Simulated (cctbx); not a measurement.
# Cd4FeCu2BiS10 across an absorption edge

Space group I4/mmm (no. 139), a = 5.9490 Å, b = 5.9490 Å, c = 20.5590 Å, α = 90.00°, β = 90.00°, γ = 90.00°.

| atom | mult. | x | y | z | Ueq (Å²) |
| --- | --- | --- | --- | --- | --- |
| Bi1 | 2 | 0 | 0 | 0 | 0.0121 |
| Cd1 | 8 | 0 | 1/2 | 0.1470 | 0.0139 |
| Cu1 | 4 | 0 | 0 | 0.2513 | 0.0125 |
| Fe1 | 2 | 1/2 | 1/2 | 0 | 0.0080 |
| S1 | 4 | 0 | 1/2 | 0 | 0.0109 |
| S2 | 4 | 0 | 0 | 0.1204 | 0.0116 |
| S3 | 4 | 1/2 | 1/2 | 0.1150 | 0.0153 |
| S4 | 8 | 3/4 | 1/4 | 1/4 | 0.0105 |

The model was made for the exercise: a known structure type with other elements put in, its volume estimated, not relaxed; displacement parameters are assumed.

Calculated with cctbx: free-atom f′ and f″ from the Sasaki tables, no fine structure; amplitudes in electrons.

```
E (eV)  F 2 1 1  F 1 1 4  F 0 0 2  F 1 1 2
  8379     88.8    396.3     56.7    142.3
  8729     88.0    393.1     53.1    145.4
  8859     87.7    390.1     50.1    148.2
  8919     87.6    387.4     47.4    150.8
  8949     87.6    384.6     44.5    153.6
  8964     87.6    381.8     41.7    156.4
  8971     87.6    379.2     39.1    158.9
  8975     87.6    376.6     36.4    161.6
  8983     87.6    377.3     34.8    161.1
  8987     87.5    380.5     38.1    157.8
  8994     87.5    383.3     40.9    155.0
  9009     87.4    386.3     44.1    151.9
  9039     87.3    389.3     47.2    148.8
  9129     87.1    393.2     51.3    144.7
  9379     86.6    397.3     55.8    140.1
```

**Question.** Which edge is crossed, and why do the reflections move as they do?

The K edge of Cu. The edge is at 8979 eV. f′ of Cu falls from -4.0 e at 8859 eV to -7.5 e at 4 eV below it, and f″ steps from 0.48 to 3.90 e across it. Over that approach |F| changes by -0 % (2 1 1), -3 % (1 1 4), -27 % (0 0 2) and +9 % (1 1 2): a reflection falls where Cu scatters in phase with the total and rises where it scatters against it; it hardly moves where the Cu term is small or cancels by symmetry. Above the edge the larger f″ enters the imaginary part, where it can add to or cancel the other atoms' f″. The structure is centrosymmetric, so Friedel mates stay equal.

[Logs are printed without paths, hosts, clocks, repeated set-up lines and the standing remarks that a program may print on its own settings, such as how far it seeks lower states.]
